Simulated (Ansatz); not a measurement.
# A hypothetical structure for TiMnAg2S4, part 2 of 2

This structure for TiMnAg2S4 is made up. Its elements were placed in a known structure type with a cell scaled to their sizes. What cell does the guess relax to, and how far off was it?

Ansatz 0.2.0; DFT, PBEsol, plane-wave PAW, files of the set soft_1, scalar-relativistic, ferromagnetic start, cell and ions relaxed at zero pressure; PAW set soft_1 (the session's first sound run).

So far: The structure; Relaxing cell and atoms. The relaxed cell has a = 5.500, c = 11.232 Å (conventional setting).

### Step 3. Electronic structure of the relaxed cell

With the geometry fixed, one more self-consistent run, with a narrower smearing and the mesh shown in its input, gives the bands, and its pressure, and its forces where symmetry allows any, show how far the geometry depends on these settings.

This step: DFT, PBEsol, plane-wave PAW, files of the set soft_1, scalar-relativistic, ferromagnetic start, bands and density of states at the relaxed cell; PAW set soft_1 (Ansatz 0.2.0).

input.yaml

```yaml
crystal:
  lattice:
    - [-2.7499543821, 2.7499543821, 5.6162127488]
    - [2.7499543821, -2.7499543821, 5.6162127488]
    - [2.7499543821, 2.7499543821, -5.6162127488]
  atoms:
    - { symbol: Ag, position: [0.75, 0.25, 0.5] }
    - { symbol: Ag, position: [0.25, 0.75, 0.5] }
    - { symbol: Mn, position: [0.0, 0.0, 0.0], spin: 3.8 }
    - { symbol: Ti, position: [0.5, 0.5, 0.0] }
    - { symbol: S, position: [0.1433867094, 0.1433867094, 0.5110455299] }
    - { symbol: S, position: [0.6323411795, 0.6323411795, 0.4889544701] }
    - { symbol: S, position: [0.3676588205, 0.8566132906, 0.0] }
    - { symbol: S, position: [0.8566132906, 0.3676588205, 0.0] }
magnetization:
  spin_polarized: true
kpoints:
  mp_grid: { grid: [8, 8, 8] }
  band_path:
    path:
      - [[0.0, 0.0, 0.0], [0.5, -0.5, 0.0], [0.5, -0.5, 0.11987645], [0.30993823, -0.30993823, 0.30993823], [0.0, 0.0, 0.0], [0.5, 0.5, -0.5], [0.69006177, 0.30993823, -0.30993823], [0.5, 0.0, 0.0], [0.75, -0.25, -0.25], [0.88012355, 0.11987645, -0.5], [0.5, 0.5, -0.5]]
      - [[0.5, -0.5, 0.0], [0.75, -0.25, -0.25]]
    npoints: 7
scf:
  occupations: { method: fermi_dirac, width: 0.03 }
  n_extra_bands: 14
hamiltonian:
  xc: pbesol
  pseudopotentials: { kind: paw, azcp: { folder: soft_1 }, xc_functional: pbe }
output:
  forces: true
  stress: true
  write_bands: true
  dos: { projected: true }
  write_density: true
  write_potential: true
  elf: true
  volumetric_format: npy
```

The run is started by

```
ansatz run input.yaml --threads 4 --pin off --max-ram 10240MiB --backend cpu --events-out ev --progress --plain --runs-dir out
```

Numbers of over 12 decimals in the logs are rounded to 6 here.

What it wrote:

```text
[...]
Crystal: 8 atoms, lattice volume = 169.885 Å³
Basis set: ecut = 420 eV, 3323 PW (Γ), exchange–correlation on 96×96×96 points (8 copies of the dense FFT grid, shifted against one another)
Bands: 59, of which v1, the nominal top of the filled ones, is band 45 counted from 1 (44 counted from 0)
Symmetry: 8 space group operations
[...]
k-points: 59 of 512 (time reversal used)
[...]
Starting moments: Σ|m| = 3.8 μB on 1 of 8 sites
[...]
SCF iter   1: F=—  HF=-24937.504570 eV  |F-HF|=—  |Δ(HF+E_count)|=         —  Δρ=1.02e-1 (↑1.01e-1 ↓1.02e-1)  dr2=1.50e2  dr2_m=4.16e-2  M=3.359 μB ∫|m|=3.810 μB  β_m=0.30  ethr=3.10e-3  ⟨swp⟩=7.3  Hψ=28895  notcnv=0  defer=23
[...]
SCF iter  13: F=-24931.610306 eV  HF=-24931.610306 eV  |F-HF|=3.59e-9  |Δ(HF+E_count)|=   3.91e-8  Δρ=1.65e-6 (↑1.65e-6 ↓9.09e-7)  dr2=1.32e-8  dr2_m=6.56e-10  M=5.000 μB ∫|m|=5.081 μB  ethr=1.12e-10  ⟨swp⟩=16.5  Hψ=53443  notcnv=0
SCF 1 converged in 13 iterations: F = -24931.610306 eV  dr2 = 1.32e-8
[...]
NSCF: frozen V_eff on 79 k-points
SCF converged after 13 iterations
Magnetization: 5.0000 μB (47.0000 up, 42.0000 down)
Absolute magnetization: 5.0820 μB (∫|ρ↑−ρ↓|, with the PAW one-centre terms)
[...]
Per-site moments (μB) at R_I (Å): [(0.028896, 1.025539), (0.028896, 1.025539), (3.842152, 0.970605), (0.228843, 0.940862), (0.024287, 0.940862), (0.024287, 0.940862), (0.024287, 0.940862), (0.024287, 0.940862)]
Free energy (F): -24931.610306 eV
[...]
Internal energy: -24931.610305 eV  (E = F + TS)
E sigma→0 (E₀):  -24931.610306 eV
Entropy (-TS):   -0.000001 eV (-0.000 meV/atom)
Fermi energy:    8.385022 eV
[...]
--- Forces (eV/Å), atoms counted from 1 ---
  atom   1  Ag     0.00000000     0.00000000     0.00000000
  atom   2  Ag     0.00000000    -0.00000000     0.00000000
  atom   3  Mn    -0.00000000     0.00000000     0.00000000
  atom   4  Ti    -0.00000000    -0.00000000     0.00000000
  atom   5  S      0.00245127     0.00245127    -0.01086937
  atom   6  S     -0.00245127    -0.00245127    -0.01086937
  atom   7  S     -0.00245127     0.00245127     0.01086937
  atom   8  S      0.00245127    -0.00245127     0.01086937
  max |Σ_I F_I| component: 2.60e-17 eV/Å
--- Stress (GPa, compression-positive) ---
       -0.016307       0.000000       0.000000
        0.000000      -0.016307      -0.000000
        0.000000       0.000000       0.029526
  P = ⅓ Tr σ = -0.0010 GPa (-0.010 kbar)
--- Band table (eV; the first three rows and the last of 118) ---
  k-point 0 ↑: bands = [... 41 lower, 6.2985, 6.3052, 6.3052, 7.3545, 7.3545, 7.6356, 8.6407, 9.4821, ... 10 higher]
  k-point 1 ↑: bands = [... 41 lower, 6.3030, 6.3290, 6.6497, 7.2628, 7.3200, 7.7827, 8.7804, 9.5091, ... 10 higher]
  k-point 2 ↑: bands = [... 41 lower, 6.3880, 6.8624, 7.1551, 7.2238, 7.3357, 7.8155, 9.0978, 9.5878, ... 10 higher]
  k-point 58 ↓: bands = [... 41 lower, 7.5197, 8.7408, 8.7408, 8.9555, 9.2308, 9.3991, 9.6960, 9.8041, ... 10 higher]
```

The job ended after 52 s (4 threads of AMD EPYC 9R14 (Zen 4), shared host; peak memory 1.2 GiB).

In the SCF lines HF is the Harris–Foulkes energy and dr2 the Hartree energy of the density residual, in eV; the loop may stop once dr2 is under the threshold and the program's other checks hold. Hψ counts applications of the Hamiltonian.

Numbers from this step:

- Fermi energy: 8.385 eV
- gap by band count: 0.5579 eV
- site moments: 0.02890, 0.02890, 3.842, 0.2288, 0.02429, 0.02429, 0.02429, 0.02429 μB
- pressure: -0.001030 GPa

bands.tsv at the labelled points (eV, zero at the valence-band top; the bands that come nearest the gap along the path):

```tsv
point	band_44_up	band_45_up	band_46_up	band_47_up	band_40_dn	band_41_dn	band_42_dn	band_43_dn
Γ	-0.77	-0.77	-0.49	0.52	-0.93	-0.93	0.85	0.91
X	-0.90	-0.38	-0.06	1.01	-1.18	-0.87	0.91	1.14
Y	-0.93	-0.52	-0.20	1.16	-1.27	-0.87	0.86	1.13
S	-1.15	-0.86	-0.22	1.01	-1.50	-0.77	0.63	1.13
Γ	-0.77	-0.77	-0.49	0.52	-0.93	-0.93	0.85	0.91
Z	-0.96	-0.68	-0.68	0.64	-0.60	-0.60	0.62	0.62
S1	-1.15	-0.86	-0.22	1.01	-1.50	-0.77	0.63	1.13
N	-1.04	-0.76	-0.27	1.09	-1.12	-1.09	0.75	1.00
P	-0.67	-0.67	-0.05	1.21	-1.35	-0.93	0.90	1.11
Y1	-0.93	-0.52	-0.20	1.16	-1.27	-0.87	0.86	1.13
Z	-0.96	-0.68	-0.68	0.64	-0.60	-0.60	0.62	0.62
X	-0.90	-0.38	-0.06	1.01	-1.18	-0.87	0.91	1.14
P	-0.67	-0.67	-0.05	1.21	-1.35	-0.93	0.90	1.11
```

Highest filled and lowest empty level along the path:

```
distance (1/Å)  highest filled (eV)  lowest empty (eV)
          0.00                -0.49               0.52
          0.46                -0.37               0.92
          0.84                -0.06               0.90
          0.95                -0.13               0.87
          1.13                -0.33               0.87
          1.37                -0.24               0.65
          1.74                -0.03               0.76
          2.14                -0.49               0.52
          2.46                -0.73               0.69
          2.77                -0.61               0.61
          3.01                -0.40               0.58
          3.23                -0.19               0.66
          3.40                -0.26               0.74
          3.69                -0.32               0.85
          4.02                -0.05               0.90
          4.21                -0.10               0.88
          4.45                -0.32               0.88
          4.80                -0.65               0.60
          5.01                -0.05               0.91
          5.17                -0.05               0.90
```

Spin density in the ac plane of the conventional cell at fractional y = 0.000, with atoms of Ag and Mn and Ti within 0.2 Å of it.

Values in e/Å³, 24 rows by 15 columns, each cell a mean:
```
4.1 1.5 0.3 0.1 0.0 0.0 0.0 0.0 0.0 0.0 0.0 0.0 0.1 0.7 3.0
0.5 0.3 0.1 0.0 0.0 0.0 0.0 0.0 0.0 0.0 0.0 0.0 0.0 0.2 0.4
0.1 0.0 0.0 0.0 0.0 0.0 0.0 0.0 0.0 0.0 0.0 0.0 0.0 0.0 0.1
0.0 0.0 0.0 0.0 0.0 0.0 0.0 0.0 0.0 0.0 0.0 0.0 0.0 0.0 0.0
0.0 0.0 0.0 0.0 0.0 0.0 0.0 0.0 0.0 0.0 0.0 0.0 0.0 0.0 0.0
0.0 0.0 0.0 0.0 0.0 0.0 0.0 0.0 0.0 0.0 0.0 0.0 0.0 0.0 0.0
0.0 0.0 0.0 0.0 0.0 0.0 0.0 0.0 0.0 0.0 0.0 0.0 0.0 0.0 0.0
0.0 0.0 0.0 0.0 0.0 0.0 0.0 0.0 0.0 0.0 0.0 0.0 0.0 0.0 0.0
0.0 0.0 0.0 0.0 0.0 0.0 0.0 0.0 0.0 0.0 0.0 0.0 0.0 0.0 0.0
0.0 0.0 0.0 0.0 0.0 0.0 0.0 0.0 0.0 0.0 0.0 0.0 0.0 0.0 0.0
0.1 0.0 0.0 0.0 0.0 0.0 0.0 0.0 0.0 0.0 0.0 0.0 0.0 0.0 0.1
0.2 0.1 0.0 0.0 0.0 0.0 0.0 0.0 0.0 0.0 0.0 0.0 0.0 0.1 0.2
0.2 0.1 0.0 0.0 0.0 0.0 0.0 0.0 0.0 0.0 0.0 0.0 0.0 0.0 0.1
0.1 0.0 0.0 0.0 0.0 0.0 0.0 0.0 0.0 0.0 0.0 0.0 0.0 0.0 0.0
0.0 0.0 0.0 0.0 0.0 0.0 0.0 0.0 0.0 0.0 0.0 0.0 0.0 0.0 0.0
0.0 0.0 0.0 0.0 0.0 0.0 0.0 0.0 0.0 0.0 0.0 0.0 0.0 0.0 0.0
0.0 0.0 0.0 0.0 0.0 0.0 0.0 0.0 0.0 0.0 0.0 0.0 0.0 0.0 0.0
0.0 0.0 0.0 0.0 0.0 0.0 0.0 0.0 0.0 0.0 0.0 0.0 0.0 0.0 0.0
0.0 0.0 0.0 0.0 0.0 0.0 0.0 0.0 0.0 0.0 0.0 0.0 0.0 0.0 0.0
0.0 0.0 0.0 0.0 0.0 0.0 0.0 0.0 0.0 0.0 0.0 0.0 0.0 0.0 0.0
0.0 0.0 0.0 0.0 0.0 0.0 0.0 0.0 0.0 0.0 0.0 0.0 0.0 0.0 0.0
0.1 0.1 0.0 0.0 0.0 0.0 0.0 0.0 0.0 0.0 0.0 0.0 0.0 0.1 0.1
1.2 0.5 0.1 0.0 0.0 0.0 0.0 0.0 0.0 0.0 0.0 0.0 0.1 0.3 0.9
6.1 2.1 0.4 0.1 0.0 0.0 0.0 0.0 0.0 0.0 0.0 0.0 0.2 1.0 4.4
```
Columns run along a (5.5 Å), rows up along c (11.2 Å), edges of the conventional cell, whose origin can differ from the input's. Atoms in or near the plane, at fractional coordinates: Ag at (0.50, 0.75), Ag at (0.50, 0.25), Mn at (0.00, 0.00), Ti at (0.00, 0.50).

ELF in the ac plane of the conventional cell at fractional y = 0.000, with atoms of Ag and Mn and Ti within 0.2 Å of it. It is the smooth field of the valence electrons, not physical close to the nuclei.

Values, 24 rows by 15 columns, each cell a mean:
```
0.65 0.47 0.22 0.16 0.16 0.10 0.04 0.02 0.03 0.07 0.13 0.16 0.16 0.35 0.60
0.31 0.23 0.20 0.32 0.34 0.22 0.10 0.05 0.07 0.16 0.29 0.34 0.24 0.19 0.28
0.12 0.17 0.31 0.44 0.40 0.26 0.14 0.11 0.12 0.20 0.35 0.45 0.38 0.22 0.13
0.07 0.14 0.26 0.32 0.27 0.19 0.20 0.23 0.21 0.18 0.23 0.31 0.30 0.19 0.09
0.02 0.05 0.11 0.15 0.17 0.26 0.39 0.47 0.43 0.31 0.19 0.16 0.13 0.07 0.03
0.01 0.02 0.05 0.11 0.19 0.37 0.54 0.73 0.63 0.45 0.26 0.14 0.07 0.03 0.01
0.02 0.04 0.08 0.12 0.18 0.33 0.50 0.64 0.58 0.41 0.23 0.14 0.10 0.06 0.02
0.06 0.13 0.24 0.26 0.20 0.20 0.31 0.38 0.35 0.25 0.20 0.25 0.27 0.19 0.08
0.09 0.22 0.44 0.52 0.41 0.24 0.16 0.17 0.17 0.20 0.34 0.50 0.50 0.32 0.13
0.12 0.15 0.35 0.56 0.54 0.34 0.15 0.08 0.11 0.25 0.47 0.58 0.46 0.22 0.12
0.57 0.42 0.20 0.30 0.38 0.25 0.10 0.04 0.06 0.17 0.33 0.36 0.20 0.30 0.53
0.66 0.68 0.29 0.10 0.15 0.11 0.04 0.02 0.03 0.07 0.13 0.12 0.15 0.56 0.70
0.69 0.65 0.26 0.14 0.21 0.15 0.06 0.02 0.03 0.10 0.18 0.17 0.14 0.50 0.71
0.38 0.27 0.22 0.40 0.46 0.31 0.12 0.05 0.08 0.21 0.41 0.47 0.28 0.20 0.34
0.07 0.17 0.42 0.59 0.52 0.32 0.16 0.11 0.12 0.23 0.44 0.59 0.52 0.27 0.10
0.08 0.20 0.39 0.44 0.33 0.21 0.20 0.23 0.21 0.19 0.27 0.41 0.44 0.29 0.12
0.04 0.09 0.17 0.19 0.18 0.25 0.39 0.47 0.43 0.31 0.19 0.19 0.19 0.13 0.06
0.01 0.02 0.06 0.11 0.19 0.37 0.54 0.73 0.63 0.45 0.26 0.14 0.08 0.04 0.02
0.01 0.02 0.06 0.11 0.18 0.34 0.50 0.64 0.58 0.42 0.24 0.14 0.08 0.04 0.01
0.04 0.08 0.15 0.20 0.18 0.21 0.31 0.38 0.35 0.26 0.19 0.20 0.19 0.11 0.05
0.10 0.17 0.30 0.39 0.32 0.21 0.16 0.17 0.17 0.19 0.28 0.38 0.36 0.22 0.12
0.15 0.17 0.28 0.42 0.41 0.26 0.13 0.08 0.10 0.20 0.35 0.43 0.35 0.20 0.15
0.44 0.31 0.19 0.25 0.27 0.18 0.08 0.03 0.05 0.12 0.23 0.27 0.20 0.24 0.39
0.73 0.53 0.24 0.14 0.13 0.08 0.03 0.02 0.02 0.05 0.10 0.13 0.16 0.40 0.67
```
Columns run along a (5.5 Å), rows up along c (11.2 Å), edges of the conventional cell, whose origin can differ from the input's. Atoms in or near the plane, at fractional coordinates: Ag at (0.50, 0.75), Ag at (0.50, 0.25), Mn at (0.00, 0.00), Ti at (0.00, 0.50).

Valence density in the ac plane of the conventional cell at fractional y = 0.000, with atoms of Ag and Mn and Ti within 0.2 Å of it. It is the smooth field of the valence electrons, not physical close to the nuclei.

Ten steps, logarithmic in the rise over the least value, from '0' (0 e/Å³) to '9' (22 e/Å³), each cell a mean:
```
963100000000158
431100000001124
101110000001101
000011222110000
000013576410000
000014899620000
000014798620000
000012455310000
000111111111100
111110000011111
542100000001135
863100000000257
763100000000157
431110000001123
011110000011111
000111222111000
000013576410000
000014899620000
000014798620000
000012455310000
000011111110000
111100000001111
642100000000135
973100000000259
```
Columns run along a (5.5 Å), rows up along c (11.2 Å), edges of the conventional cell, whose origin can differ from the input's. Atoms in or near the plane, at fractional coordinates: Ag at (0.50, 0.75), Ag at (0.50, 0.25), Mn at (0.00, 0.00), Ti at (0.00, 0.50).

### Step 4. Summary of results

```json
{"space group, relaxed": "I-42m", "conventional cell": "a = 5.500, b = 5.500, c = 11.232 Å; α = 90.0°, β = 90.0°, γ = 90.0°", "volume per atom": "21.24 Å³ (guess 20.08)", "total moment": "5.00 μB in the cell of 8 atoms"}
```

**Reading.** TiMnAg2S4 relaxes to I-42m with a = 5.500, b = 5.500 and c = 11.232 Å. The guessed volume was 5 % too small. The space group I-42m was held in the relaxation, so the end point is a stationary structure within it and may be a saddle against distortions or other arrangements. The input starts from parallel moments, and no other start was typed. It has an indirect Kohn–Sham gap of 0.52 eV, which semilocal functionals understate. On the 8×8×8 mesh with the narrower smearing (relaxed on 7×7×7) the largest force component is 0.011 eV/Å and the largest stress component is 0.030 GPa, within the relaxation's thresholds of 0.015 eV/Å and 0.05 GPa. The cutoff wasn't tested. No dispersion term is used, so weakly bound directions may come out too long. Nothing here tests whether the compound is stable against decomposition.

[Logs are printed without paths, hosts, clocks, repeated set-up lines and the standing remarks that a program may print on its own settings, such as how far it seeks lower states.]

[Hosts, paths, dates, database ids (printed as entryN), source tags and the programs' standing remarks are cut or masked in the printed files.]
